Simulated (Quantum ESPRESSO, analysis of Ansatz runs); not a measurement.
# A hop of Na in Na2MoO4 (Fd-3m), charge −1 (Quantum ESPRESSO), part 2 of 3

How high is the barrier when Na changes place in Na2MoO4 (Fd-3m)? The case: V_Na hop (3.2 Å), charge −1, in a cell of 56 host atoms with 1 Na taken out.

Quantum ESPRESSO 7.5; Quantum ESPRESSO plane-wave DFT, PBEsol, GBRV 1.5 PBEsol potentials; nudged elastic band between two relaxed defect structures at fixed charge in a uniform background.

So far: The starting structure; Relaxation of the start point, charge −1.

## Step 3: Relaxation of the end point, charge −1

Level of this step: Quantum ESPRESSO plane-wave DFT, PBEsol, GBRV 1.5 PBEsol potentials; relaxation of all atoms of a defect supercell at fixed charge in a uniform background (Quantum ESPRESSO).

The end point is relaxed in the same cell and settings, so that the two energies compare. Atoms more than 3.2 Å from the middle of the hop start where the first relaxation left them, the nearer ones on or close to their ideal places, with small random displacements.

Contents of pw.in:

```
&CONTROL
  calculation = 'relax'
  prefix = 'pwscf'
  outdir = './tmp'
  pseudo_dir = './pseudo'
  tprnfor = .true.
  disk_io = 'low'
  nstep = 70
  forc_conv_thr = 0.00078
  etot_conv_thr = 0.0001
/
&SYSTEM
  ibrav = 0
  nat = 55
  ntyp = 3
  ecutwfc = 40
  ecutrho = 324
  nbnd = 224
  occupations = 'fixed'
  tot_charge = -1
  nosym = .true.
/
&ELECTRONS
  conv_thr = 6d-08
  electron_maxstep = 100
  mixing_beta = 0.5
/
&IONS
  ion_dynamics = 'bfgs'
/
ATOMIC_SPECIES
Na    22.9898 na_pbesol_v1.5.uspp.F.UPF
Mo    95.9500 mo_pbesol_v1.uspp.F.UPF
O     15.9990 o_pbesol_v1.2.uspp.F.UPF
CELL_PARAMETERS angstrom
   9.1028957884    0.0000000000    0.0000000000
   0.0000000000    9.1028957884    0.0000000000
   0.0000000000    0.0000000000    9.1028957884
ATOMIC_POSITIONS crystal
Na     0.1273018063    0.1233017710    0.1232818158
Na     0.3755589505    0.6240568841    0.8750701586
[... 3 atom lines left out ...]
Na     0.1239287317    0.8747820947    0.8751082452
[... 3 atom lines left out ...]
Na     0.3757965254    0.8752601647    0.6242895938
[... 6 atom lines left out ...]
Mo    -0.0082642185    0.4964197874    0.0018325332
[... 1 atom line left out ...]
Mo     0.5028406832    0.4955154179    0.4919938804
Mo     0.2473724454    0.2414050336    0.7483779833
[... 3 atom lines left out ...]
O      0.3615206830    0.3627713161    0.8626990966
[... 4 atom lines left out ...]
O      0.3865767146    0.6119252516    0.6123292364
[... 3 atom lines left out ...]
O      0.1129334689    0.6135748556    0.8870114743
[... 3 atom lines left out ...]
O      0.1128736550    0.8882878810    0.6131860826
[... 6 atom lines left out ...]
O      0.1369192621    0.3623888161    0.6364329186
[... 4 atom lines left out ...]
O      0.3868342066    0.8870177687    0.8865359046
[... 5 atom lines left out ...]
O      0.8689966470    0.6395813622    0.6335978900
K_POINTS gamma
```

Started as:

```
> OMP_NUM_THREADS=1 mpirun -n 4 pw.x -in pw.in > pw.out
```

Log:

```text
[shortened: banners, details of potentials and solvers, and blank lines are left out]
[banner, memory and clock lines left out]
     gamma-point specific algorithms are used
     one sub-group per band group will be used
     bravais-lattice index     =            0
     lattice parameter (alat)  =      17.2020  a.u.
     unit-cell volume          =    5090.2055 (a.u.)^3
     number of atoms/cell      =           55
     number of atomic types    =            3
     number of electrons       =       440.00
     number of Kohn-Sham states=          224
     kinetic-energy cutoff     =      40.0000  Ry
     charge density cutoff     =     324.0000  Ry
     scf convergence threshold =      6.0E-08
     mixing beta               =       0.5000
     number of iterations used =            8  plain     mixing
     energy convergence thresh.=      1.0E-04
     force convergence thresh. =      7.8E-04
     Exchange-correlation= SLA  PW   PSX  PSC
                           (   1   4  10   8   0   0   0)
     nstep                     =           70
     crystal axes: (cart. coord. in units of alat)
               a(1) = (   1.000000   0.000000   0.000000 )
               a(2) = (   0.000000   1.000000   0.000000 )
               a(3) = (   0.000000   0.000000   1.000000 )
     PseudoPot. # 1 for Na read from file:
     na_pbesol_v1.5.uspp.F.UPF
     Pseudo is Ultrasoft, Zval =  9.0
[...]
PseudoPot. # 2 for Mo read from file:
     mo_pbesol_v1.uspp.F.UPF
     Pseudo is Ultrasoft + core correction, Zval = 14.0
[...]
PseudoPot. # 3 for O  read from file:
     o_pbesol_v1.2.uspp.F.UPF
     Pseudo is Ultrasoft + core correction, Zval =  6.0
[...]
atomic species   valence    mass     pseudopotential
     Na                9.00    22.98980     Na( 1.00)
     Mo               14.00    95.95000     Mo( 1.00)
     O                 6.00    15.99900     O ( 1.00)
     No symmetry found
     site n.     atom                  positions (alat units)
         1        Na     tau(   1) = (   0.1273018   0.1233018   0.1232818  )
         2        Na     tau(   2) = (   0.3755590   0.6240569   0.8750702  )
         3        Na     tau(   3) = (   0.6233716   0.1236965   0.6276166  )
         4        Na     tau(   4) = (   0.6154284   0.6296449   0.1140955  )
         5        Na     tau(   5) = (   0.1275239   0.3768168   0.3745679  )
         6        Na     tau(   6) = (   0.1239287   0.8747821   0.8751082  )
         7        Na     tau(   7) = (   0.6164915   0.3842864   0.8699892  )
         8        Na     tau(   8) = (   0.6225205   0.8727114   0.3747725  )
[...]
number of k points=     1
                       cart. coord. in units 2pi/alat
        k(    1) = (   0.0000000   0.0000000   0.0000000), wk =   2.0000000
     Dense  grid:   250592 G-vectors     FFT dimensions: ( 100, 100, 100)
     Smooth grid:    86963 G-vectors     FFT dimensions: (  72,  72,  72)
     Check: negative core charge=   -0.000001
     starting charge     438.8958, renormalised to     440.0000
     Self-consistent Calculation
     iteration #  1     ecut=    40.00 Ry     beta= 0.50
     total energy              =   -3567.21307524 Ry
     estimated scf accuracy    <      20.77837327 Ry
     iteration #  2     ecut=    40.00 Ry     beta= 0.50
     total energy              =   -3567.51186586 Ry
     estimated scf accuracy    <      56.50611076 Ry
     iteration #  3     ecut=    40.00 Ry     beta= 0.50
     total energy              =   -3576.34432560 Ry
     estimated scf accuracy    <       2.13905784 Ry
[...]
[... 221 further cycles ...]
[...]
estimated scf accuracy    <          9.5E-09 Ry
     iteration #  8     ecut=    40.00 Ry     beta= 0.50
     total energy              =   -3576.67614900 Ry
     estimated scf accuracy    <          8.1E-10 Ry
     iteration #  9     ecut=    40.00 Ry     beta= 0.50
     total energy              =   -3576.67614900 Ry
     estimated scf accuracy    <          9.1E-10 Ry
     iteration # 10     ecut=    40.00 Ry     beta= 0.50
     End of self-consistent calculation
          k = 0.0000 0.0000 0.0000 ( 10912 PWs)   bands (ev):
   -56.4386 -56.4363 -56.3365 -56.3293 -56.3287 -56.3282 -56.3277 -56.3275
   -44.3921 -44.3895 -44.3872 -44.3863 -44.3846 -44.3821 -44.2938 -44.2895
   -44.2875 -44.2784 -44.2738 -44.2723 -44.2452 -44.2436 -44.2365 -30.7877
   -30.7873 -30.7872 -30.7847 -30.7835 -30.7793 -30.7215 -30.7156 -30.7146
   -30.7141 -30.7124 -30.7122 -30.6853 -30.6794 -30.6777 -30.6750 -30.6745
   -30.6713 -30.6645 -30.6589 -30.6577 -30.6532 -30.6519 -30.6510 -16.6209
   -16.5842 -16.5832 -16.5574 -16.5569 -16.5257 -16.5212 -16.5208 -16.5018
   -16.5012 -16.4977 -16.4968 -16.4835 -16.4823 -16.4814 -16.4769 -16.4759
[...]
highest occupied, lowest unoccupied level (ev):     3.8731    8.3054
!    total energy              =   -3576.67614900 Ry
     estimated scf accuracy    <          4.5E-10 Ry
     The total energy is the sum of the following terms:
     one-electron contribution =   -1984.97646154 Ry
     hartree contribution      =    1158.91191349 Ry
     xc contribution           =    -595.86446426 Ry
     ewald contribution        =   -2154.74713668 Ry
     convergence has been achieved in  10 iterations
     Forces acting on atoms (cartesian axes, Ry/au):
     atom    1 type  1   force =    -0.00015289   -0.00049633   -0.00029158
     atom    2 type  1   force =    -0.00037882   -0.00061018   -0.00029965
     atom    3 type  1   force =    -0.00021890   -0.00038702   -0.00016576
     atom    4 type  1   force =     0.00007881   -0.00031928    0.00016470
     atom    5 type  1   force =     0.00022754    0.00037173    0.00045962
     atom    6 type  1   force =    -0.00042225   -0.00014976   -0.00033954
     atom    7 type  1   force =     0.00010595   -0.00013110    0.00054108
     atom    8 type  1   force =    -0.00030580    0.00037052    0.00039568
[...]
Total force =     0.003799     Total SCF correction =     0.000065
     Energy error            =      2.5E-05 Ry
     Gradient error          =      7.6E-04 Ry/Bohr
     bfgs converged in  22 scf cycles and  21 bfgs steps
     (criteria: energy <  1.0E-04 Ry, force <  7.8E-04 Ry/Bohr)
     End of BFGS Geometry Optimization
     Final energy             =   -3576.6761489962 Ry
Begin final coordinates
ATOMIC_POSITIONS (crystal)
Na               0.1247771067        0.1254196864        0.1251610338
Na               0.3650560995        0.6201466137        0.8648629165
Na               0.6253491506        0.1253917647        0.6245850699
Na               0.6246519467        0.6251905528        0.1244297164
Na               0.1302052486        0.3849428128        0.3846339926
Na               0.1199331186        0.8652955486        0.8653393264
Na               0.6247850710        0.3767589585        0.8726746960
Na               0.6253014622        0.8733568453        0.3759676816
[...]
End final coordinates
```

Run time: 12 min. Hardware: 4 MPI ranks of Arm Neoverse V2, shared host; peak memory 1.4 GiB.

Step by step:

```csv
step,energy less that of the first step (eV)
0,0.0000
1,-0.5168
2,-0.8043
3,-0.8570
4,-0.9058
5,-0.9691
6,-1.0419
7,-1.1040
8,-1.1245
9,-1.1453
10,-1.1757
11,-1.1938
12,-1.2001
13,-1.2048
14,-1.2115
15,-1.2176
16,-1.2195
17,-1.2205
18,-1.2216
19,-1.2226
20,-1.2236
21,-1.2239
```

The atoms that moved most (Å):

```csv
atom,dx,dy,dz,length
O43,-0.196,0.010,0.054,0.203
O53,0.052,0.008,-0.191,0.198
O41,0.050,0.010,-0.189,0.196
O55,-0.186,0.001,0.053,0.194
Mo21,0.044,0.011,-0.158,0.165
Mo23,-0.159,-0.002,0.042,0.165
Na15,0.095,0.059,0.096,0.148
O29,0.139,-0.011,-0.019,0.141
```

Neighbours of Na2 at the end:

```
atom  distance (Å)
 O29         2.343
 O33         2.344
 O24         2.378
 O53         2.420
 O43         2.420
 O49         2.448
Na10         3.155
 Na6         3.156
```

Read from the output:

| Quantity | Value |
| --- | --- |
| highest filled level | 3.873 eV |
| lowest empty level | 8.305 eV |
| r.m.s. move of the farther half of the atoms | 0.05333 Å |
| largest move from the ideal geometry of this structure, a common shift of the far atoms taken out | 0.1592 Å |

The relaxation gained 1.224 eV and ended with a largest force component of 0.020 eV/Å. The end lies within 1 meV of the start.

(Continued in part 3 of 3.)

[Logs are printed without paths, hosts, clocks, repeated set-up lines and the standing remarks that a program may print on its own settings, such as how far it seeks lower states.]

[Hosts, paths, dates, database ids (printed as entryN), source tags and the programs' standing remarks are cut or masked in the printed files.]
